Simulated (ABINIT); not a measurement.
# Rb3SCl (Pm-3m): modes at Γ and the response to a field, part 2 of 2

Which modes does Rb3SCl (Pm-3m) have at the zone centre?

ABINIT 10.8.3; DFT LDA, scalar-relativistic, plane waves, PseudoDojo norm-conserving pseudopotentials.

So far. Step 5 (Relaxation): The volume changes by -0.0 % in this run and stands -13.9 % from the first cell. The relaxed cell has a = 6.073 Å (conventional setting).

The structure was built from a prototype and need not be the compound's stable phase.

**8. Zone-centre response**

The derivative of the wavefunctions by k comes first, since the response to a field is built on it; then the field and the displacements that symmetry doesn't supply are solved at q = 0.

It reads the wavefunctions written in step 6.

dfpt_gamma.abi

```
ndtset 2

# common to the responses
getwfk_filepath "gso_WFK"
kptopt 2
nqpt 1
qpt 0.0 0.0 0.0
asr 0
chneut 0

# d/dk
rfelfd1 2
rfdir1 1 1 1
iscf1 -3
tolwfr1 1.0d-20

# displacements, field
rfphon2 1
rfatpol2 1 5
rfdir2 1 1 1
rfelfd2 3
getddk2 1
tolvrs2 1.0d-10
prtwf2 0

# basis, mesh and filling
ecut 24.0
ngkpt 4 4 4
nshiftk 1
shiftk 0.0 0.0 0.0
istwfk *1
occopt 1
nband 20
nstep 100
diemac 9.0
prtebands 0
prtgsr 0
useylm 1

# cell and atoms
acell 3*1.0 Angstrom
rprim 
    6.07347434 0.0 0.0
    0.0 6.07347434 0.0
    0.0 0.0 6.07347434
ntypat 3
znucl 17 16 37
natom 5
typat 1 2 3 3 3
xred 
    0.0 0.0 0.0
    0.5 0.5 0.5
    0.5 0.5 0.0
    0.5 0.0 0.5
    0.0 0.5 0.5
pp_dirpath "./pseudo"
pseudos "Cl.upf, S.upf, Rb.upf"
```

Command:

```
> OMP_NUM_THREADS=1 mpirun -n 4 abinit dfpt_gamma.abi > dfpt_gamma.log
```

Numbers of over 12 decimals in the logs are rounded to 6 here.

dfpt_gamma.abo, the main output file:

```text
[banners, grids, parts of the stress and lines that vanish by symmetry left out]
- input  file    -> dfpt_gamma.abi
- output file    -> dfpt_gamma.abo
- root for input  files -> dfpt_gammai
[...]
DATASET    1 : space group Pm -3 m (#221); Bravais cP (primitive cubic)
[...]
nfft =      157464          nkpt =          36
[...]
DATASET    2 : space group Pm -3 m (#221); Bravais cP (primitive cubic)
[...]
nfft =      157464          nkpt =          36
[...]
== DATASET  1 ==================================================================
[...]
cutoff_energies: {ecut:  24.0, pawecutdg:  -1.0, }
[...]
- 37.00000   9.00000  180309                  znucl, zion, pspdat
[...]
Perturbation : derivative vs k along direction   1
[...]
-ETOT  1  -11.840029632899     -1.184E+01 1.102E-01 0.000E+00
 ETOT  2  -11.873790915339     -3.376E-02 4.934E-02 0.000E+00
 ETOT  3  -11.874879296887     -1.088E-03 7.464E-04 0.000E+00
 ETOT  4  -11.874959385793     -8.009E-05 5.747E-04 0.000E+00
 ETOT  5  -11.874967547657     -8.162E-06 1.055E-05 0.000E+00
[...]
At SCF step   23   max residual=  9.98E-21 < tolwfr=  1.00E-20 =>converged.
[...]
Perturbation : derivative vs k along direction   2
[...]
-ETOT  1  -11.839809929562     -1.184E+01 1.102E-01 0.000E+00
[...]
At SCF step   23   max residual=  9.98E-21 < tolwfr=  1.00E-20 =>converged.
[...]
Perturbation : derivative vs k along direction   3
[...]
-ETOT  1  -11.840029631865     -1.184E+01 1.102E-01 0.000E+00
[...]
At SCF step   23   max residual=  9.98E-21 < tolwfr=  1.00E-20 =>converged.
[...]
1        1       1.0030363548    0.0000000000
     1        2       0.0000000000    0.0000000000
     1        3       0.0000000000    0.0000000000
     2        1       0.0000000000    0.0000000000
     2        2       1.0030363548    0.0000000000
     2        3       0.0000000000    0.0000000000
     3        1       0.0000000000    0.0000000000
     3        2       0.0000000000    0.0000000000
     3        3       1.0030363548    0.0000000000
[...]
== DATASET  2 ==================================================================
[...]
cutoff_energies: {ecut:  24.0, pawecutdg:  -1.0, }
[...]
Perturbation : displacement of atom   1   along direction   1
[...]
-ETOT  1   1.187076     -1.644E+03 2.803E+00 3.145E+03
[...]
At SCF step   12       vres2   =  2.93E-11 < tolvrs=  1.00E-10 =>converged.
[...]
Perturbation : displacement of atom   2   along direction   1
[...]
-ETOT  1   9.258944     -9.731E+02 2.418E+00 1.578E+04
[...]
At SCF step   13       vres2   =  4.24E-11 < tolvrs=  1.00E-10 =>converged.
[...]
Perturbation : displacement of atom   3   along direction   1
[...]
-ETOT  1  0.417479     -2.585E+03 6.912E+00 5.066E+02
[...]
At SCF step   13       vres2   =  3.79E-11 < tolvrs=  1.00E-10 =>converged.
[...]
Perturbation : displacement of atom   3   along direction   3
[...]
-ETOT  1   8.942488     -2.576E+03 9.645E+00 6.006E+02
[...]
At SCF step   12       vres2   =  2.41E-11 < tolvrs=  1.00E-10 =>converged.
[...]
Perturbation : homogeneous electric field along direction   1
[...]
-ETOT  1  -52.760939356636     -5.276E+01 2.280E+01 4.321E+04
[...]
ETOT 13  -68.506279539795     -4.542E-10 2.390E-09 8.394E-10
 ETOT 14  -68.506279539875     -7.961E-11 3.037E-10 1.913E-11
 At SCF step   14       vres2   =  1.91E-11 < tolvrs=  1.00E-10 =>converged.
[...]
Dielectric tensor, in cartesian coordinates,
[...]
1    7   1    7         2.8999596743        -0.0000000000
   1    7   2    7        -0.0000000000        -0.0000000000
   1    7   3    7        -0.0000000000        -0.0000000000
   2    7   1    7        -0.0000000000        -0.0000000000
   2    7   2    7         2.8999596743        -0.0000000000
   2    7   3    7        -0.0000000000        -0.0000000000
   3    7   1    7        -0.0000000000        -0.0000000000
   3    7   2    7        -0.0000000000        -0.0000000000
   3    7   3    7         2.8999596743        -0.0000000000
  Effective charges, in cartesian coordinates,
[...]
1    1   1    7        -1.3287368378         0.0000000000
   2    1   1    7         0.0000000000         0.0000000000
   3    1   1    7         0.0000000000         0.0000000000
   1    2   1    7        -2.1365076514         0.0000000000
   2    2   1    7         0.0000000000         0.0000000000
[...]
Effective charges, in cartesian coordinates,
[...]
2    7   1    5         0.0000000000         0.0000000000
   3    7   1    5         0.0000000000         0.0000000000
   1    7   2    5         0.0000000000         0.0000000000
   2    7   2    5         1.0027040365         0.0000000000
   3    7   2    5         0.0000000000         0.0000000000
   1    7   3    5         0.0000000000         0.0000000000
   2    7   3    5         0.0000000000         0.0000000000
   3    7   3    5         1.0027040365         0.0000000000
  Phonon wavevector (reduced coordinates) :  0.00000  0.00000  0.00000
 Phonon energies in Hartree :
[...]
Phonon frequencies in cm-1    :
- -7.056509E+01 -7.056509E+01 -7.056509E+01 -3.580983E+01 -3.580983E+01
- -3.580983E+01  3.447968E-01  3.447971E-01  3.447981E-01  6.390795E+01
-  6.390795E+01  6.390795E+01  2.093443E+02  2.093443E+02  2.093443E+02
  Phonon at Gamma, with non-analyticity in the
[...]
Phonon energies in Hartree :
[...]
Phonon frequencies in cm-1    :
- -7.056509E+01 -7.056509E+01 -3.580983E+01 -3.580983E+01 -3.580983E+01
- -3.197361E+00  3.447968E-01  3.447971E-01  1.509903E+01  6.390795E+01
-  6.390795E+01  6.549970E+01  2.093443E+02  2.093443E+02  2.377248E+02
  Phonon at Gamma, with non-analyticity in the
[...]
Phonon energies in Hartree :
[...]
Phonon frequencies in cm-1    :
- -7.056509E+01 -7.056509E+01 -3.580983E+01 -3.580983E+01 -3.580983E+01
- -3.197361E+00  3.447968E-01  3.447981E-01  1.509903E+01  6.390795E+01
-  6.390795E+01  6.549970E+01  2.093443E+02  2.093443E+02  2.377248E+02
  Phonon at Gamma, with non-analyticity in the
[...]
Phonon energies in Hartree :
[...]
Phonon frequencies in cm-1    :
- -7.056509E+01 -7.056509E+01 -3.580983E+01 -3.580983E+01 -3.580983E+01
- -3.197361E+00  3.447971E-01  3.447981E-01  1.509903E+01  6.390795E+01
-  6.390795E+01  6.549970E+01  2.093443E+02  2.093443E+02  2.377248E+02
[...]
fcart2     0.0000000000E+00  0.0000000000E+00  0.0000000000E+00
           strten2     0.0000000000E+00  0.0000000000E+00  0.0000000000E+00
================================================================================
```

Elapsed: 27 min, on 4 MPI ranks of Intel Xeon at 2.50GHz (Skylake/Cascade Lake), shared host.

This step gave:

| Property | Result |
| --- | --- |
| miss of the charge sum rule | 0.05222 e |
| largest acoustic frequency at the zone centre before the sum rule | 0.34 cm⁻¹ |
| highest optical zone-centre mode (no LO-TO term) | 209.3 cm⁻¹ |
| lowest optical zone-centre mode | -70.57 cm⁻¹ |
| mean high-frequency dielectric constant | 2.9 |
| largest Born charge in size (third of the trace) | 2.136 e |

Born charge (rows field, columns displacement), before the sum rule (e), principal values of the symmetric part by kind of site:

| atom | atoms with these values | low | middle | high | mean |
| --- | --- | --- | --- | --- | --- |
| Cl1 | 1 | -1.33 | -1.33 | -1.33 | -1.33 |
| S2 | 1 | -2.14 | -2.14 | -2.14 | -2.14 |
| Rb3 | 3 | 1.00 | 1.00 | 1.41 | 1.14 |

In full for S2:

```
-2.14  0.00  0.00
 0.00 -2.14  0.00
 0.00  0.00 -2.14
```

High-frequency dielectric tensor:

```
2.90 0.00 0.00
0.00 2.90 0.00
0.00 0.00 2.90
```

The acoustic modes at Γ come out as far as 0.3 cm⁻¹ from zero, where they should vanish, a small numerical error; the Born charges miss their sum rule by 0.052 e, too much: mesh or cutoff is short for the field response. The lowest optical mode is imaginary, 71i cm⁻¹, an instability at this level and on this k mesh.

**9. Modes with the sum rule**

anaddb reads the merged derivatives, imposes the acoustic sum rule and charge neutrality, and adds the LO-TO term along chosen directions.

anaddb.abi

```
ddb_filepath "gamma_DDB"
output_file "anaddb.abo"
outdata_prefix "anaddb"
asr 1
chneut 1
enunit 2
eivec 1
nph1l 1
qph1l 0.0 0.0 0.0 1.0
dieflag 2
nph2l 3
qph2l 
    1.0 0.0 0.0 0.0
    0.0 0.0 1.0 0.0
    1.0 1.0 1.0 0.0
```

mrgddb.in

```
gamma_DDB
merged
2
dfpt_gammao_DS2_DDB
gso_DDB
```

Command:

```
> mrgddb < mrgddb.in > mrgddb.log
> OMP_NUM_THREADS=1 anaddb anaddb.abi > anaddb.log
```

anaddb.abo, the main output file:

```text
[banners, grids, parts of the stress and lines that vanish by symmetry left out]
-outvars_anaddb: echo values of input variables ----------------------

 Flags :
[...]
Dielectric Tensor and Effective Charges
[...]
Effective charge tensors after
[...]
Phonon wavevector (reduced coordinates) :  0.00000  0.00000  0.00000
 Phonon energies in Hartree :
[...]
Phonon energies in meV     :
- -8.749277E+00 -8.749277E+00 -8.749277E+00 -4.439948E+00 -4.439948E+00
- -4.439948E+00  0.000000E+00  0.000000E+00  0.000000E+00  7.923404E+00
-  7.923404E+00  7.923404E+00  2.595532E+01  2.595532E+01  2.595532E+01
 Phonon frequencies in cm-1    :
- -7.056768E+01 -7.056768E+01 -7.056768E+01 -3.581059E+01 -3.581059E+01
- -3.581059E+01  0.000000E+00  0.000000E+00  0.000000E+00  6.390656E+01
-  6.390656E+01  6.390656E+01  2.093438E+02  2.093438E+02  2.093438E+02
 Phonon frequencies in Thz     :
- -2.115566E+00 -2.115566E+00 -2.115566E+00 -1.073575E+00 -1.073575E+00
- -1.073575E+00  0.000000E+00  0.000000E+00  0.000000E+00  1.915871E+00
-  1.915871E+00  1.915871E+00  6.275969E+00  6.275969E+00  6.275969E+00
 Phonon energies in Kelvin  :
- -1.015311E+02 -1.015311E+02 -1.015311E+02 -5.152345E+01 -5.152345E+01
- -5.152345E+01  0.000000E+00  0.000000E+00  0.000000E+00  9.194728E+01
-  9.194728E+01  9.194728E+01  3.011990E+02  3.011990E+02  3.011990E+02
[...]
-  1  0.00000000E+00  0.00000000E+00 -3.27111939E-03
-     0.00000000E+00  0.00000000E+00  0.00000000E+00
-  2  0.00000000E+00  0.00000000E+00 -5.51282362E-04
-     0.00000000E+00  0.00000000E+00  0.00000000E+00
-  3  0.00000000E+00  0.00000000E+00 -3.15791550E-04
-     0.00000000E+00  0.00000000E+00  0.00000000E+00
-  4  0.00000000E+00  0.00000000E+00  9.39754082E-04
-     0.00000000E+00  0.00000000E+00  0.00000000E+00
-  5  0.00000000E+00  0.00000000E+00  9.39754082E-04
-     0.00000000E+00  0.00000000E+00  0.00000000E+00
[...]
-  1  0.00000000E+00 -3.27111939E-03  0.00000000E+00
-     0.00000000E+00  0.00000000E+00  0.00000000E+00
-  2  0.00000000E+00 -5.51282362E-04  0.00000000E+00
-     0.00000000E+00  0.00000000E+00  0.00000000E+00
-  3  0.00000000E+00  9.39754082E-04  0.00000000E+00
-     0.00000000E+00  0.00000000E+00  0.00000000E+00
-  4  0.00000000E+00 -3.15791550E-04  0.00000000E+00
-     0.00000000E+00  0.00000000E+00  0.00000000E+00
-  5  0.00000000E+00  9.39754082E-04  0.00000000E+00
-     0.00000000E+00  0.00000000E+00  0.00000000E+00
[...]
-  1  3.27111939E-03  0.00000000E+00  0.00000000E+00
-     0.00000000E+00  0.00000000E+00  0.00000000E+00
-  2  5.51282362E-04  0.00000000E+00  0.00000000E+00
-     0.00000000E+00  0.00000000E+00  0.00000000E+00
-  3 -9.39754082E-04  0.00000000E+00  0.00000000E+00
-     0.00000000E+00  0.00000000E+00  0.00000000E+00
-  4 -9.39754082E-04  0.00000000E+00  0.00000000E+00
-     0.00000000E+00  0.00000000E+00  0.00000000E+00
[...]
Phonon at Gamma, with non-analyticity in the
[...]
Phonon energies in Hartree :
[...]
Phonon energies in meV     :
- -8.749277E+00 -8.749277E+00 -4.439948E+00 -4.439948E+00 -4.439948E+00
-  0.000000E+00  0.000000E+00  0.000000E+00  1.702473E+00  7.923404E+00
[...]
Phonon frequencies in cm-1    :
[...]
Phonon frequencies in Thz     :
[...]
Phonon energies in Kelvin  :
[...]
-  0.000000E+00  0.000000E+00  0.000000E+00  1.975637E+01  9.194728E+01
-  9.194728E+01  9.421770E+01  3.011990E+02  3.011990E+02  3.418198E+02
[...]
-  5  0.00000000E+00  0.00000000E+00  1.79144586E-03
-     0.00000000E+00  0.00000000E+00  0.00000000E+00
[...]
-  1  0.00000000E+00  0.00000000E+00  0.00000000E+00
-     0.00000000E+00  0.00000000E+00  0.00000000E+00
-  2  0.00000000E+00  0.00000000E+00  0.00000000E+00
-     0.00000000E+00  0.00000000E+00  0.00000000E+00
-  3  0.00000000E+00 -1.79144586E-03  0.00000000E+00
-     0.00000000E+00  0.00000000E+00  0.00000000E+00
-  4  0.00000000E+00  0.00000000E+00  0.00000000E+00
-     0.00000000E+00  0.00000000E+00  0.00000000E+00
-  5  0.00000000E+00  1.79144586E-03  0.00000000E+00
-     0.00000000E+00  0.00000000E+00  0.00000000E+00
[...]
Phonon at Gamma, with non-analyticity in the
[...]
Phonon energies in Hartree :
[...]
Phonon energies in meV     :
- -8.749277E+00 -8.749277E+00 -4.439948E+00 -4.439948E+00 -4.439948E+00
-  0.000000E+00  0.000000E+00  0.000000E+00  1.702473E+00  7.923404E+00
-  7.923404E+00  8.119053E+00  2.595532E+01  2.595532E+01  2.945575E+01
 Phonon frequencies in cm-1    :
- -7.056768E+01 -7.056768E+01 -3.581059E+01 -3.581059E+01 -3.581059E+01
[...]
Phonon frequencies in Thz     :
[...]
Phonon energies in Kelvin  :
[...]
Phonon at Gamma, with non-analyticity in the
[...]
Phonon energies in Hartree :
[...]
Phonon energies in meV     :
[...]
Phonon frequencies in cm-1    :
[...]
Phonon frequencies in Thz     :
[...]
Phonon energies in Kelvin  :
[...]
-  0.000000E+00  0.000000E+00  0.000000E+00  1.975637E+01  9.194728E+01
-  9.194728E+01  9.421770E+01  3.011990E+02  3.011990E+02  3.418198E+02
[...]
-  4 -6.67286062E-05 -7.07395013E-04  2.55529247E-05
-     0.00000000E+00  0.00000000E+00  0.00000000E+00
-  5  1.14639228E-03  4.11756815E-05  2.55529247E-05
-     0.00000000E+00  0.00000000E+00  0.00000000E+00
[...]
;  5 -7.56686582E-04 -4.87381968E-05 -4.87381968E-05
;     0.00000000E+00  0.00000000E+00  0.00000000E+00
-
```

Elapsed: 0.79 s, on 1 thread.

Numbers from this step:

```yaml
miss_of_the_charge_sum_rule: 0.05223 e
highest_mode_moved_by_the_lo_to_term: 237.6 cm⁻¹
```

No LO-TO term; unit eigenvectors of the mass-weighted matrix, from anaddb's displacements. Modes at Γ, with each element's share of the kinetic energy (negative means imaginary):

| mode | frequency (cm⁻¹) | symmetry | Cl % | S % | Rb % |
| --- | --- | --- | --- | --- | --- |
| 1 | -70.6 | T1u | 69 | 2 | 29 |
| 2 | -70.6 | T1u | 69 | 2 | 29 |
| 3 | -70.6 | T1u | 69 | 2 | 29 |
| 4 | -35.8 | T2u | 0 | 0 | 100 |
| 5 | -35.8 | T2u | 0 | 0 | 100 |
| 6 | -35.8 | T2u | 0 | 0 | 100 |
| 7 | 0.0 | acoustic | 11 | 10 | 79 |
| 8 | 0.0 | acoustic | 11 | 10 | 79 |
| 9 | 0.0 | acoustic | 11 | 10 | 79 |
| 10 | 63.9 | T1u | 20 | 20 | 60 |
| 11 | 63.9 | T1u | 20 | 20 | 60 |
| 12 | 63.9 | T1u | 20 | 20 | 60 |
| 13 | 209.3 | T1u | 0 | 68 | 31 |
| 14 | 209.3 | T1u | 0 | 68 | 31 |
| 15 | 209.3 | T1u | 0 | 68 | 31 |

Displacements in mode 1 (-70.6 cm⁻¹), the largest set to 1:
```
Cl1  0.00  0.00 -1.00
S2   0.00  0.00 -0.17
Rb3  0.00  0.00 -0.10
Rb4  0.00  0.00  0.29
Rb5  0.00  0.00  0.29
```

Displacements in mode 13 (209.3 cm⁻¹), the largest set to 1:
```
Cl1  0.00  0.00  0.02
S2   0.00  0.00 -1.00
Rb3  0.00  0.00  0.41
Rb4  0.00  0.00 -0.02
Rb5  0.00  0.00 -0.02
```

With imaginary modes the relaxed-ion tensors have no meaning and are not tabulated.

The rule moves no optical mode by more than 0.1 cm⁻¹.

**10. Results**

```yaml
space_group_after_relaxation: Pm-3m
volume_per_atom: 44.8 Å³
highest_optical_zone_centre_mode_no_lo_to_term: 209.3 cm⁻¹
lowest_optical_zone_centre_mode: -70.6 cm⁻¹
highest_mode_moved_by_the_lo_to_term_probably_not_converged_in_the_k_mesh: 237.6 cm⁻¹
mean_high_frequency_dielectric_constant_probably_not_converged_in_the_k_mesh: 2.9
largest_born_charge_in_size_third_of_the_trace_probably_not_converged_in_the_k_mesh: 2.14 e
imaginary_optical_modes_at_the_zone_centre_no_q_mesh_in_this_session: yes
```

**Reading.** At the LDA level the optical modes of Rb3SCl (Pm-3m) at the zone centre (no LO-TO term) run from 71i to 209 cm⁻¹, so the structure is a saddle point, with 6 modes beyond 10i cm⁻¹ there. Along the directions run, the highest mode that the macroscopic field moves lies at 238 cm⁻¹. The Born charges miss their sum rule by 0.052 e, a sign that the k mesh or the cutoff is short for the field response. ε∞, the Born charges and what follows from them are probably not converged in the k mesh. These are harmonic frequencies at zero temperature: anharmonic shifts and linewidths and thermal expansion are left out. The structure is a hypothetical one, built on a prototype.

[Host names and launcher messages were left out of these logs when they were recorded.]

[Logs are printed without paths, hosts, clocks, repeated set-up lines and the standing remarks that a program may print on its own settings, such as how far it seeks lower states.]

[Hosts, paths, dates, database ids (printed as entryN), source tags and the programs' standing remarks are cut or masked in the printed files.]
